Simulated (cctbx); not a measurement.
**Interatomic vectors of CaYb**

Space group C2 (no. 5), a = 10.8300 Å, b = 6.4990 Å, c = 7.0690 Å, α = 90.00°, β = 122.57°, γ = 90.00°, content Yb6 Ca6.

Simulated single-crystal data (cctbx): Cu Kα, λ = 1.54184 Å, to d = 0.83 Å, 70 % of the full sphere, strongest reflection 40000 counts, noise from counting, a 4 % proportional error and a noise floor of 4 counts (s.d.); no absorption.

Patterson synthesis, origin scaled to 1000:

```text
Patterson group C 1 2/m 1
      u       v       w   height  length (A)
  0.000   0.000   0.000   1000.0     0.00
  0.172   0.500   0.001    613.4     3.74
  0.163   0.353   0.499    397.9     3.76
  0.000   0.158   0.500    235.9     3.68
  0.077   0.000   0.205     28.0     1.22
  0.241   0.500   0.209     23.9     3.92
  0.036   0.158   0.104     22.4     1.20
  0.037   0.000   0.590     21.6     3.13
  0.208   0.500   0.605     21.1     5.49
  0.083   0.500   0.799     20.8     3.84
  0.104   0.500   0.527     17.8     5.20
  0.122   0.350   0.302     16.7     2.91
  0.131   0.347   0.907     16.7     2.92
  0.092   0.289   0.142     16.3     2.11
```

Q: Assign the vectors.

A peak at u stands for all pairs with xi − xj = u, with weight Σ ZiZj against Σ Z² = 31800 at the origin. Peak heights follow these weights only roughly, since form factors, motion and series ripples differ, all vectors within 0.55 Å of a peak are counted as merged into it though the farther ones add only part of their weight, and F(000) is left out, which lowers the whole map:

| u | v | w | shortest length (Å) | height | 1000 ΣZiZj/ΣZ² | pairs in the cell |
| --- | --- | --- | --- | --- | --- | --- |
| 0.172 | 0.500 | 0.001 | 3.56 | 613 | 686 | 8 × Yb–Ca, 2 × Yb–Yb, 2 × Ca–Ca |
| 0.163 | 0.353 | 0.499 | 3.59 | 398 | 421 | 2 × Yb–Yb, 2 × Yb–Ca, 2 × Ca–Ca |
| 0.000 | 0.158 | 0.500 | 3.68 | 236 | 264 | 6 × Yb–Ca |

The table stops at ten peaks or at a height of 45, below which ripples compete. In the model behind the data Yb, the heaviest element, has 2 independent sites: (1/2, 0.9808, 1/2) and (0.6587, 0.3419, 0.9956), up to an allowed shift of origin; the Yb–Yb vectors are differences of these positions and their symmetry mates. The whole model:

| atom | mult. | x | y | z | Ueq (Å²) |
| --- | --- | --- | --- | --- | --- |
| Yb1 | 2 | 1/2 | 0.9808 | 1/2 | 0.0046 |
| Yb2 | 4 | 0.6587 | 0.3419 | 0.9956 | 0.0059 |
| Ca1 | 4 | 0.6699 | 0.5035 | 0.4941 | 0.0068 |
| Ca2 | 2 | 0 | 0.3338 | 0 | 0.0091 |

The model is made up (kin elements in a known structure type, no relaxation), so it says nothing on whether the phase exists.

[Logs are printed without paths, hosts, clocks, repeated set-up lines and the standing remarks that a program may print on its own settings, such as how far it seeks lower states.]
